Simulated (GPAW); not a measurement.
SnO2 (R-3m), O K edge of atom 2, with 3 Sn at 2.13 Å (pyramidal, site symmetry 3m). Method: GPAW, LDA, full core hole (charged cell), 21-atom cell with 6.9 Å between holes, 3×3×3 k points, dipole transitions, Gaussian full width 0.9 eV up to 4 eV, rising linearly to 3.5 eV at 25 eV.

```xyz
3
Lattice="1.6171 0.9336 4.8006 -1.6171 0.9336 4.8006 0.0000 -1.8673 4.8006" Properties=species:S:1:pos:R:3 pbc="T T T"
Sn    0.0000    0.0000    7.2009
O     0.0000    0.0000   10.9861
O     0.0000    0.0000    3.4157
```

Energy from the lowest empty level; a common scale on which the isotropic spectrum has a mean of 1 over the first 20 eV.

```
E (eV)  curve 1  curve 2
  -2.0     0.00     0.00
  -1.5     0.00     0.00
  -1.0     0.00     0.00
  -0.5     0.01     0.00
   0.0     0.03     0.00
   0.5     0.19     0.06
   1.0     0.58     0.19
   1.5     0.89     0.59
   2.0     0.92     2.58
   2.5     0.60     4.75
   3.0     0.48     3.46
   3.5     0.51     1.73
   4.0     0.45     0.84
   4.5     0.56     0.33
   5.0     0.83     0.43
   5.5     1.19     0.75
   6.0     1.16     1.21
   6.5     1.06     2.13
   7.0     1.13     2.95
   7.5     1.30     2.86
   8.0     1.48     2.18
   8.5     1.71     1.67
   9.0     2.17     1.56
   9.5     2.68     1.47
  10.0     2.68     1.14
  10.5     2.06     0.73
  11.0     1.29     0.45
  11.5     0.78     0.28
  12.0     0.50     0.20
  12.5     0.35     0.15
  13.0     0.29     0.13
  13.5     0.30     0.14
  14.0     0.37     0.17
  14.5     0.48     0.23
  15.0     0.62     0.32
  15.5     0.78     0.41
  16.0     0.91     0.48
  16.5     1.00     0.53
  17.0     1.02     0.55
  17.5     0.97     0.56
  18.0     0.88     0.57
  18.5     0.78     0.59
  19.0     0.67     0.63
  19.5     0.57     0.67
  20.0     0.49     0.74
  20.5     0.45     0.82
  21.0     0.44     0.91
  21.5     0.45     1.00
  22.0     0.49     1.09
  22.5     0.54     1.17
  23.0     0.60     1.24
  23.5     0.66     1.31
  24.0     0.74     1.39
  24.5     0.83     1.47
  25.0     0.92     1.54
  25.5     1.00     1.58
  26.0     1.08     1.58
  26.5     1.14     1.53
  27.0     1.18     1.44
  27.5     1.21     1.33
  28.0     1.23     1.19
  28.5     1.24     1.06
  29.0     1.24     0.95
  29.5     1.24     0.85
  30.0     1.23     0.77
  30.5     1.20     0.72
  31.0     1.17     0.70
  31.5     1.12     0.71
  32.0     1.07     0.74
```

The curves are for the electric vector along different Cartesian axes of the cell as given, averaged over the symmetry-equivalent atoms. Which is which?

Curve 1: along z (c), main maxima 1.8 eV (0.96), 5.7 eV (1.22), 9.8 eV (2.77) and 16.9 eV (1.02). Curve 2: along x (⊥ c) (the other in-plane axis gives the same curve within 3 %), main maxima 2.6 eV (4.76) and 7.2 eV (3.03). A K edge sees empty p states on the absorber. Each direction probes the empty orbitals that point along it. The mesh is coarse (0.32 Å⁻¹ between points), so small maxima may be mesh ripples. The structure is a computed Materials Project entry and may be a hypothetical form.

[Banner, clock and machine lines of the logs are left out without a mark of their own.]

[Logs are printed without paths, hosts, clocks, repeated set-up lines and the standing remarks that a program may print on its own settings, such as how far it seeks lower states.]

[Hosts, paths, dates, database ids (printed as entryN), source tags and the programs' standing remarks are cut or masked in the printed files.]

[Lists of maxima count a maximum above −3 eV only where it reaches 4 % of the highest in the window and stands out from its surroundings by 2 % of it (1.5 % where it reaches 55 %); shoulders and weaker maxima are passed over, and of the rest the first, up to two pre-edge ones and the few strongest are named.]
